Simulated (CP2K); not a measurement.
Consider 2-acetylpyrrole at its PBE geometry (Å).

```xyz
15

C    -2.3526    0.3550   -0.0007
C    -1.3086   -0.6907   -0.3730
O    -1.6436   -1.7822   -0.8481
C     0.0988   -0.3650   -0.1502
C     1.2375   -1.1372   -0.3943
C     2.3666   -0.3844   -0.0063
C     1.9075    0.8406    0.4703
N     0.5427    0.8419    0.3790
H    -3.3461   -0.0423   -0.2309
H    -2.3063    0.5996    1.0715
H    -2.2027    1.2878   -0.5656
H     1.2146   -2.1373   -0.8122
H     3.4055   -0.6898   -0.0630
H     2.4448    1.6965    0.8632
H    -0.0579    1.6075    0.6604
```

Method: CP2K XAS_TDP, all-electron GAPW, PBEh(45%), aug-cc-pVDZ, TDA, no relativity.

**Question.** Where do the C K-edge lines lie, and how strong are they?

Leading lines: C1 284.69 eV, C2 282.00 eV, C4 282.18 eV, C5 281.13 eV, C6 282.32 eV and C7 282.24 eV. The leading line of an atom is its first one with 35 % of the strongest within 2.5 eV of its lowest line over the strength cut. 

The first six lines of each atom with a strength over 0.0015:

```tsv
atom	energy (eV)	states	strength, one atom
C1 (bonded to C and 3 H)	283.77	1	0.0070
	284.69	1	0.0244
	284.88	1	0.0153
	285.33	1	0.0076
	285.49	1	0.0019
	285.82	1	0.0036
C2 (bonded to 2 C and O)	282.00	1	0.0635
	287.56	1	0.0078
	287.82	1	0.0024
	288.19	1	0.0019
	288.38	1	0.0018
	288.53	1	0.0018
C4 (bonded to 2 C and N)	282.18	1	0.0217
	284.80	1	0.0336
	284.99	1	0.0023
	286.05	2	0.0047
	286.47	1	0.0034
	287.20	1	0.0105
C5 (bonded to 2 C and H)	281.13	1	0.0440
	284.33	1	0.0069
	284.42	1	0.0023
	284.86	1	0.0058
	285.52	2	0.0045
	285.94	1	0.0030
C6 (bonded to 2 C and H)	282.32	1	0.0507
	282.72	1	0.0027
	284.11	1	0.0071
	284.65	1	0.0034
	285.49	1	0.0029
	286.09	1	0.0025
C7 (bonded to C, N and H)	282.24	1	0.0498
	284.85	1	0.0109
	285.27	1	0.0061
	285.82	1	0.0028
	286.28	1	0.0016
	286.44	1	0.0022
```

Lines are vertical, at one geometry, with no vibrational structure. Without a correction of the core level, line positions, and the gaps between valence and Rydberg lines, follow the share of exact exchange. At this level such K lines come out 3 to 6 eV under measured ones. These values hold no scalar relativity, about 0.1 eV for C 1s. Rydberg lines, and the discretised continuum above threshold, depend on the basis and the box.

[Banner, clock and machine lines of the logs are left out without a mark of their own.]

[Logs are printed without paths, hosts, clocks, repeated set-up lines and the standing remarks that a program may print on its own settings, such as how far it seeks lower states.]

[Hosts, paths, dates, database ids (printed as entryN), source tags and the programs' standing remarks are cut or masked in the printed files.]
